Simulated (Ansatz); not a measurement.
# HfC (model cell, started as CsCl type): phonons and vibrational spectra, part 2 of 2

Task: relax HfC (model cell, started as CsCl type), then find its harmonic phonons.

Ansatz 0.2.0; DFT PBEsol, scalar-relativistic, plane waves, PAW.

So far. Step 4 (Tight relaxation): The forces vanish by symmetry and the pressure is 0.000 GPa, within the tolerances set. The cell now holds 11.80 Å³/atom. Step 5 (Linear response at the zone centre): Before it was imposed, the acoustic sum rule was missed by 7.0e-6 eV/Å². Small misses are needed for a sound result but don't prove that mesh and cutoff are converged. The lowest optical mode is real, 147 cm⁻¹. The relaxed cell has a = 2.869 Å (conventional setting).

The structure was built from a prototype and need not be the compound's stable phase.

**6. Phonons on a q mesh**

Stability and thermal properties need the whole zone. Linear response on a 4×4×4 q mesh gives force constants as far as a supercell of that size would.

input.yaml reads:

```yaml
crystal:
  lattice:
    - [2.8687710495, 0.0, 0.0]
    - [0.0, 2.8687710495, 0.0]
    - [0.0, 0.0, 2.8687710495]
  atoms:
    - { symbol: Hf, position: [0.0, 0.0, 0.0] }
    - { symbol: C, position: [0.5, 0.5, 0.5] }
kpoints:
  mp_grid: { grid: [16, 16, 16] }
hamiltonian:
  xc: pbesol
scf:
  occupations: { method: methfessel_paxton, width: 0.2 }
output:
  eigenvalues: true
phonons:
  method: dfpt
  qmesh: [4, 4, 4]
  temperatures: { t_max: 1000, t_step: 50 }
  qpath:
    path:
      - [[0.0, 0.0, 0.0], [0.0, 0.5, 0.0], [0.5, 0.5, 0.0], [0.0, 0.0, 0.0], [0.5, 0.5, 0.5], [0.0, 0.5, 0.0]]
      - [[0.5, 0.5, 0.5], [0.5, 0.5, 0.0]]
    npoints: 10
```

On the command line:

```bash
> ansatz run input.yaml --threads 4 --pin off --max-ram 7168MiB --backend cpu --events-out ev --progress --plain --runs-dir out
```

Numbers of over 12 decimals in the logs are rounded to 6 here.

The program printed:

```text
[...]
Crystal: 2 atoms, lattice volume = 23.610 Å³
Basis set: ecut = 420 eV, 461 PW (Γ), exchange–correlation on 40×40×40 points (8 copies of the dense FFT grid, shifted against one another)
Bands: 19, of which v1, the nominal top of the filled ones, is band 15 counted from 1 (14 counted from 0)
Symmetry: 48 space group operations
k-points: 165 of 4096
[...]
SCF iter   1: F=—  HF=-15844.043874 eV  |F-HF|=—  |Δ(HF+E_count)|=         —  Δρ=1.77e-2  dr2=1.08e-1  ethr=1.77e-3  ⟨swp⟩=4.6  Hψ=12539  notcnv=0
[...]
SCF iter   9: F=-15844.025634 eV  HF=-15844.025634 eV  |F-HF|=3.64e-12  |Δ(HF+E_count)|=  1.27e-11  S|Δr|=    0.00e0  Δρ=1.26e-8  dr2=2.99e-14  ethr=1.00e-12  ⟨swp⟩=5.5  Hψ=14316  notcnv=0
[...]
SCF 1 converged in 9 iterations: F = -15844.025634 eV  dr2 = 2.99e-14
[...]
SCF iter   1: F=—  HF=-15844.025633 eV  |F-HF|=—  |Δ(HF+E_count)|=         —  Δρ=1.27e-7  dr2=2.05e-12  ethr=3.52e-9  ⟨swp⟩=3.7  Hψ=23171  notcnv=0
eigensolver tolerance schedule: the retry pair's looser diagonalisation over-reported the residual by 514440.57 of it (diagonalisation noise at 1.40 of the residual, at the tolerance the schedule requests for it); recorded, not acted on — ethr = c·dr2/N_el stays at c = 1.0e-1
[...]
SCF iter   2: F=—  HF=-15844.025634 eV  |F-HF|=—  |Δ(HF+E_count)|=   5.52e-8  S|Δr|=    0.00e0  Δρ=1.42e-7  dr2=2.82e-12  ethr=1.00e-12  ⟨swp⟩=3.3  Hψ=14529  notcnv=0
SCF iter   3: F=-15844.025634 eV  HF=-15844.025634 eV  |F-HF|=1.82e-12  |Δ(HF+E_count)|=  9.09e-12  S|Δr|=    0.00e0  Δρ=5.98e-8  dr2=4.45e-13  ethr=1.00e-12  ⟨swp⟩=3.0  Hψ=7267  notcnv=0
SCF 2 converged in 3 iterations: F = -15844.025634 eV  dr2 = 4.45e-13
phonons: the bands overlap, so this run is a metal and interpolates without the dipole-dipole term. If the crystal is really an insulator or semiconductor, its LO-TO splitting is missing
NSCF: frozen V_eff on 165 k-points
[...]
DFPT response loops at q = (0, 0, 0) (fractional): preconditioner auto → Kerker (q_TF=auto, 2.839 Å⁻¹) (partly filled bands, converged f_vac=0.000); β = 1.00, the filter's whole step (`scf.mixing.beta` (0.50) is not read by the response loops under this deck's `scf.mixing.preconditioner`; to damp them name `kerker` or `kerker_dos`, under which they read `scf.mixing.beta`, and type it under 1.00, their step now; both keys bind the ground state too); Broyden in place of MSR1
[...]
SCF converged after 9 iterations
[...]
Free energy (F): -15844.025634 eV
[...]
Internal energy: -15844.022055 eV  (E = F + TS)
E sigma→0 (E₀):  -15844.024739 eV
Entropy (-TS):   -0.003579 eV (-1.789 meV/atom)
Fermi energy:    21.763722 eV
[...]
--- Band table (eV; the first three rows and the last of 165) ---
  k-point 0: bands = [... 11 lower, 10.4329, 19.7383, 19.7383, 22.9484, 22.9484, 22.9484, 28.1156, 28.1156]
  k-point 1: bands = [... 11 lower, 10.4322, 19.6976, 19.7774, 22.8358, 22.8358, 22.8953, 28.1368, 28.2047]
  k-point 2: bands = [... 11 lower, 10.4303, 19.4535, 19.8913, 22.5330, 22.5330, 22.9583, 28.1979, 28.4493]
  k-point 164: bands = [... 11 lower, 14.7778, 16.0596, 16.0596, 16.0596, 30.8349, 30.8349, 30.8349, 31.2129]
--- Phonons (Γ-DFPT): 2 representative perturbations + reference (Σ response iterations 6) ---
  ASR residual: 6.375e-6 → 0.000e0 eV/Å²; symmetrization residual: 4.446e-7 eV/Å²
  ASR residual per site (eV/Å²): 6.38e-6 1.32e-6
  Γ frequencies (cm⁻¹): 0.00 0.00 0.00 147.40 147.40 147.40
--- Phonons (arbitrary-q DFPT): 10 irreducible q on the 4×4×4 mesh ---
  q = [0.0000, 0.0000, 0.0000] (star 1, of the zone-centre solve; hermiticity 9.89e-7, symmetrization 3.65e-11): -0.00 0.00 0.00 147.40 147.40 147.40
  q = [0.0000, 0.0000, 0.2500] (star 6, 4 solved perturbations in 4032 linear systems a pass and spin channel, the states on 1296 of 4096 k-point pairs; hermiticity 7.65e-8, symmetrization 2.07e-12): -108.11 -108.11 97.10 157.51 157.51 376.42
[...]
q = [0.0000, 0.2500, -0.5000] (star 12, 6 solved perturbations on 1296 of 4096 k-point pairs; hermiticity 7.28e-8, symmetrization 9.32e-9): -221.28 -131.83 80.68 185.86 341.01 460.67
[...]
sum rule: each row above includes the acoustic sum rule's correction from the zone centre's row sums; it moved no ω² by more than (0.17 cm⁻¹)²
  mesh force constants: q→R imaginary residual 3.86e-19; ASR residual 6.375e-6 → 0.000e0 eV/Å²; symmetrization residual 9.770e-15 eV/Å²
  interpolated dispersion: 62 rows × 6 modes
  density of states and harmonic sums: on the 24×24×24 q-mesh, interpolated from the force constants of a 4×4×4 supercell (no non-analytic term)
  largest difference from the sums on the solved wave vectors: F 1.46e-1 eV, S 2.00e-4 and C_V 5.52e-5 eV/K
  zero-point energy: 0.065481 eV/cell   skipped modes (ω ≤ 0): 724, of them read as no rigid motion or as one in doubt: 721 (1.612e0 modes/cell left out, lowest -356.30 cm⁻¹)   left out of the sums: 2.69e-1 of the cell's modes: C_V's classical limit lies that fraction below 3 k_B per atom; for a crystal, a wire or a layer, F and S can be off by more, and a phonons.interpolated_qmesh denser along its periods is the remedy for the sampling
```

Run time: 6.9 min. Hardware: 4 threads of Arm Neoverse V2, shared host; peak memory 3 GiB; 26 min of CPU time.

This step gave:

- sum-rule residual before enforcement: 6.38e-6 eV/Å²
- lowest frequency on the path: -356.3 cm⁻¹
- highest frequency on the path or at a solved wavevector: 471.9 cm⁻¹
- lowest mode on the q mesh (acoustic modes at Γ apart): -356.3 cm⁻¹

Frequencies (cm⁻¹) solved at each irreducible wavevector; negative means imaginary. Frequencies by wavevector, by row:

```
q in reciprocal lattice units  star  mode 1  mode 2  mode 3  mode 4  mode 5  mode 6
                        0 0 0     1       0       0       0   147.4   147.4   147.4
                     0 0 0.25     6  -108.1  -108.1    97.1   157.5   157.5   376.4
                     0 0 -0.5     3  -153.8  -153.8   136.8   136.8   141.7   470.6
                  0 0.25 0.25    12  -179.3    53.9   100.4   119.6   342.9   343.2
                  0 0.25 -0.5    12  -221.3  -131.8    80.7   185.9     341   460.7
                  0 -0.5 -0.5     3  -356.3  -161.5   196.4   196.4   407.1   407.1
               0.25 0.25 0.25     8    57.2    57.2    61.3   227.9   330.2   330.2
               0.25 0.25 -0.5    12    72.7    77.2   136.5   195.9   348.8   441.9
               0.25 -0.5 -0.5     6    60.2    70.3     179     179   402.4   402.4
               -0.5 -0.5 -0.5     1     153     153     153   376.4   376.4   376.4
```

Interpolated from a 4×4×4 q mesh. The phonon branches at the labelled points (cm⁻¹):

```
    point  branch 1  branch 2  branch 3  branch 4  branch 5  branch 6
        Γ         0         0         0       147       147       147
  halfway      -108      -108        97       158       158       376
        X      -154      -154       137       137       142       471
  halfway      -221      -132        81       186       341       461
        M      -356      -162       196       196       407       407
  halfway      -179        54       100       120       343       343
        Γ         0         0         0       147       147       147
  halfway        57        57        61       228       330       330
        R       153       153       153       376       376       376
  halfway        73        77       136       196       349       442
        X      -154      -154       137       137       142       471
jump to R       153       153       153       376       376       376
  halfway        60        70       179       179       402       402
        M      -356      -162       196       196       407       407
```

The phonon branches as a text plot (rows in cm⁻¹):

```
    455 |     *******                               ******
    420 |    *       *****                        **          ***
    386 |   *       ***   ***              ********       ****
    351 |                    *           **  *  *  **     *
    317 |          *          *         *   *    *   *
    282 |  *                           *   *      *   *    *
    248 |         *            *     *** **
    213 | *           **        *   *** *          **  *    *
    179 |*        ***** ***      * *             *** ****  ******
    144 |*********  **    *** *****        ******** *   ****
    110 |   ***  *         ***           **        * * *    *
     75 |  *                  *         *           * *      *
     41 |**                *** **       *
      6 |                        ***
    -28 |**                   **** **  *             *
    -63 |  *       *            *   ****             *
    -97 |   *     *       *    *                      *       *
   -132 |    **  *****   *    *                        **      *
   -167 |      *** *  ***    *                           *      *
   -201 |
   -236 |                  **
   -270 |           *     *                                   *
   -305 |            *   *                                     *
   -339 |             ***                                       *
         Γ      X      M          Γ            R        X|R     M
```

Tetrahedra on a 24×24×24 mesh, mean over bins of 10 cm-1. Interpolated from a 4×4×4 q mesh. Phonon density of states against wavenumber; read off at these points:

wavenumber (cm⁻¹), phonon density of states (1/cm⁻¹/cell) and a bar:
```
   -350.0     0.0002 
   -325.0     0.0008 #
   -300.0     0.0010 #
   -275.0     0.0013 #
   -250.0     0.0015 ##
   -225.0     0.0018 ##
   -200.0     0.0022 ##
   -175.0     0.0029 ###
   -150.0     0.0087 ##########
   -125.0     0.0126 ###############
   -100.0     0.0109 #############
    -75.0     0.0079 #########
    -50.0     0.0070 ########
    -25.0     0.0032 ####
      0.0     0.0027 ###
     25.0     0.0032 ###
     50.0     0.0045 #####
     75.0     0.0080 #########
    100.0     0.0121 ##############
    125.0     0.0143 #################
    150.0     0.0217 #########################
    165.0     0.0255 ##############################
    175.0     0.0213 #########################
    185.0     0.0243 #############################
    200.0     0.0094 ###########
    225.0     0.0042 #####
    250.0     0.0038 ####
    275.0     0.0044 #####
    300.0     0.0049 ######
    325.0     0.0057 ######
    350.0     0.0072 ########
    375.0     0.0132 ###############
    400.0     0.0167 ####################
    405.0     0.0181 #####################
    425.0     0.0099 ###########
    450.0     0.0069 ########
    475.0     0.0012 #
```

The partial phonon density of states has structure finer than the step of the table below, so its rows give means over 20 cm⁻¹, whole bins alone (the curve runs from -363 to 495 cm⁻¹). Peaks (cm⁻¹: height): C -174.2: 0.00242, 165.7: 0.00832, 208.9: 0.00711, 257.5: 0.00832, 306.1: 0.00905, 343.8: 0.0101, 403.2: 0.0168; Hf -125.7: 0.0120, -98.7: 0.0115, -39.3: 0.00859, 84.8: 0.0123, 160.3: 0.0197.

Phonopy on the run's constants, 19x19x19 mesh, Gaussian sigma 6.1 cm-1. Interpolated from a 4×4×4 q mesh. Table of partial phonon density of states by wavenumber; means over each step; values in 1/cm⁻¹/cell:

```
wavenumber (cm⁻¹)        C       Hf
             -340   5.5e-4        0
             -320   7.8e-4   1.2e-6
             -300  0.00114   1.3e-5
             -280  0.00113   2.7e-5
             -260  0.00142   6.4e-5
             -240  0.00148   1.1e-4
             -220  0.00196   2.7e-4
             -200  0.00122   3.7e-4
             -180  0.00210  0.00103
             -160  0.00190  0.00322
             -140  0.00172  0.00973
             -120  0.00156   0.0106
             -100  0.00148   0.0106
              -80  0.00107  0.00672
              -60   6.6e-4  0.00575
              -40   4.7e-4  0.00814
              -20   2.3e-4  0.00355
                0   2.1e-4   5.7e-4
               20   3.1e-4   9.6e-4
               40   7.2e-4  0.00173
               60   9.0e-4  0.00334
               80  0.00131   0.0106
              100  0.00280  0.00760
              120  0.00296   0.0116
              140  0.00416   0.0126
              160  0.00743   0.0177
              180  0.00484   0.0166
              200  0.00472  0.00594
              220  0.00462   1.9e-4
              240  0.00231   4.7e-5
              260  0.00646   1.1e-4
              280  0.00223   1.8e-5
              300  0.00630   5.8e-5
              320  0.00452   2.5e-5
              340  0.00744   2.9e-5
              360  0.00766   1.8e-5
              380   0.0139   1.8e-5
              400   0.0158   2.0e-5
              420   0.0120   1.1e-5
              440  0.00789   4.2e-6
              460  0.00614        0
              480  0.00143        0
```

Second derivatives of the energy by pair, one row for each kind of neighbour of each atom listed. Each entry sums the pair over the periodic images of the supercell that the q mesh stands for, and in a polar crystal it holds the long-range dipole part too. Force constants by pair, by row:

```
atom  neighbour  distance (Å)  third of the trace (eV/Å²)  along the pair's line (eV/Å²)
 Hf1     itself             0                       5.072                              –
 Hf1          C         2.484                     -0.3632                        -0.6112
 Hf1         Hf         2.869                      -2.105                         -7.658
 Hf1         Hf         4.057                      0.2562                         0.5919
 Hf1          C         4.757                       0.081                        -0.0381
 Hf1         Hf         4.969                      0.5804                         0.9597
 Hf1         Hf         5.738                      0.2383                          1.212
 Hf1          C         6.252                      0.0333                         0.0819
 Hf1         Hf         6.415                      0.0869                         0.2198
  C2     itself             0                       3.969                              –
  C2         Hf         2.484                     -0.3632                        -0.6112
  C2          C         2.869                     -0.3067                         -2.192
  C2          C         4.057                     -0.0154                         0.3147
  C2         Hf         4.757                       0.081                        -0.0381
  C2          C         4.969                     -0.1215                        -0.3983
  C2          C         5.738                     -0.0904                         -0.151
  C2         Hf         6.252                      0.0333                         0.0819
  C2          C         6.415                       0.032                         0.0149
```

Symmetry leaves 10 wavevectors to solve. The lowest mode among them, the acoustic zeros apart, lies at q = (0, -0.5, -0.5) and is imaginary, 356.3i cm⁻¹, so the energy falls along it.

**7. Isotope substitution, element C, natural mass 12.011 amu**

An isotope changes the mass and not the force constants, so no new electronic calculation is needed; the shifts show which modes move this element.

The same force constants with the mass of C changed from 12.011 to 13.003 u (phonopy, no LO-TO term). Both lists are sorted by frequency; levels can cross, so a row need not hold one and the same mode. Modes under 3 cm⁻¹ are left out. Isotope shifts, by row:

```
          q  rank  natural mass (cm⁻¹)  changed mass (cm⁻¹)
      0 0 0     4                147.4                  142
      0 0 0     5                147.4                  142
      0 0 0     6                147.4                  142
   0 0 0.25     1               -108.1               -107.7
   0 0 0.25     2               -108.1               -107.7
   0 0 0.25     3                 97.1                 97.1
   0 0 0.25     4                157.5                151.9
   0 0 0.25     5                157.5                151.9
   0 0 0.25     6                376.4                361.8
   0 0 -0.5     1               -153.8               -153.8
   0 0 -0.5     2               -153.8               -153.8
   0 0 -0.5     3                136.8                131.4
   0 0 -0.5     4                136.8                131.4
   0 0 -0.5     5                141.7                141.7
   0 0 -0.5     6                470.6                452.3
0 0.25 0.25     1               -179.3               -176.1
0 0.25 0.25     2                53.88                53.87
0 0.25 0.25     3                100.4                100.3
0 0.25 0.25     4                119.6                  117
0 0.25 0.25     5                342.9                329.6
0 0.25 0.25     6                343.2                  330
```

A mode of this element alone would shift by -3.89 %. The highest zone-centre frequency without the field goes from 147.4 to 142.0 cm⁻¹ (-3.6 %). The product of the frequency ratios over all optical modes at Γ is 0.895; the product rule, (m/m′)^(3k/2) (M′/M)^(3/2) with k = 1 such atoms and M the mass of the cell, gives 0.895.

**8. Isotope substitution, element Hf, natural mass 178.486 amu**

The same for Hf, from 178.49 to 173.94 u.

A mode of this element alone would shift by +1.30 %. The highest zone-centre frequency without the field goes from 147.4 to 147.5 cm⁻¹ (+0.1 %). The product of the frequency ratios over all optical modes at Γ is 1.002; the product rule, (m/m′)^(3k/2) (M′/M)^(3/2) with k = 1 such atoms and M the mass of the cell, gives 1.002.

**9. Results**

```yaml
space_group_after_relaxation_within_0p01_a: Pm-3m
volume_per_atom: 11.8 Å³
electronic_character: no gap on this mesh
highest_optical_mode_at_the_zone_centre_no_lo_to_term: 147 cm⁻¹
lowest_optical_zone_centre_mode: 147 cm⁻¹
lowest_mode_on_the_q_mesh_acoustic_modes_at_gamma_apart: -356 cm⁻¹
highest_frequency_on_the_path_or_at_a_solved_wavevector: 472 cm⁻¹
imaginary_modes_on_the_4x4x4_q_mesh: yes
```

Modes are clearly imaginary (beyond 10i cm⁻¹) at 5 of the 10 irreducible wavevectors, most at q = (0, -0.5, -0.5) (356.3i cm⁻¹), so this structure is not a minimum of the energy. The optical modes at Γ form one degenerate level at 147 cm⁻¹. The highest mode in this list at Γ, 147.4 cm⁻¹, is mostly motion of C (94 % of the kinetic energy). With no gap, or one that is small against the smearing, the frequencies hang on the k mesh and the smearing, most of all near Kohn anomalies. Spin-orbit coupling is left out, which can matter for the heavy elements here. The starting cell was built on a prototype and not taken from a measurement, so the phase need not exist. These are harmonic frequencies at zero temperature: anharmonic shifts, linewidths and thermal expansion are left out.

[Logs are printed without paths, hosts, clocks, repeated set-up lines and the standing remarks that a program may print on its own settings, such as how far it seeks lower states.]

[Hosts, paths, dates, database ids (printed as entryN), source tags and the programs' standing remarks are cut or masked in the printed files.]
